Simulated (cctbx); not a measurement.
## Cu2RuBr4 across an absorption edge

Space group I4/mmm (no. 139), a = 5.6040 Å, b = 5.6040 Å, c = 10.8200 Å, α = 90.00°, β = 90.00°, γ = 90.00°.

```
atom  mult.    x    y       z  Ueq (Å²)
 Ru1      2  1/2  1/2       0    0.0116
 Br1      4  1/2  1/2  0.2595    0.0131
 Br2      4    0  1/2       0    0.0118
 Cu1      4    0  1/2     1/4    0.0104
```

This is a model crystal, built by substitution and not relaxed, with assumed displacement parameters.

Calculated with cctbx: free-atom f′ and f″ from the Sasaki tables, no fine structure; amplitudes in electrons.

```csv
E (eV),F 0 1 1,F 1 2 1,F 1 1 4,F 1 0 3
12874,72.4,60.1,28.0,89.1
13224,72.5,60.2,28.1,88.4
13354,72.6,60.3,28.1,87.9
13414,72.8,60.5,28.0,87.4
13444,72.9,60.6,27.9,86.9
13459,73.1,60.8,27.8,86.4
13466,73.2,60.9,27.8,86.0
13470,73.4,61.1,27.7,85.5
13478,73.4,61.1,27.7,85.5
13482,73.2,60.9,27.8,86.0
13489,73.1,60.8,27.9,86.5
13504,72.9,60.6,28.1,87.0
13534,72.7,60.4,28.2,87.5
13624,72.4,60.2,28.4,88.2
13874,72.1,59.8,28.7,88.9
```

**Question.** Which edge is crossed, and why do the reflections move as they do?

The K edge of Br. The edge is at 13474 eV. f′ of Br falls from -4.3 e at 13354 eV to -7.7 e at 4 eV below it, and f″ steps from 0.50 to 3.82 e across it. Over that approach |F| changes by +1 % (0 1 1), +1 % (1 2 1), -1 % (1 1 4) and -3 % (1 0 3): a reflection falls where Br scatters in phase with the total and rises where it scatters against it; it hardly moves where the Br term is small or cancels by symmetry. Above the edge the larger f″ enters the imaginary part, where it can add to or cancel the other atoms' f″. The structure is centrosymmetric, so Friedel mates stay equal.

[Logs are printed without paths, hosts, clocks, repeated set-up lines and the standing remarks that a program may print on its own settings, such as how far it seeks lower states.]
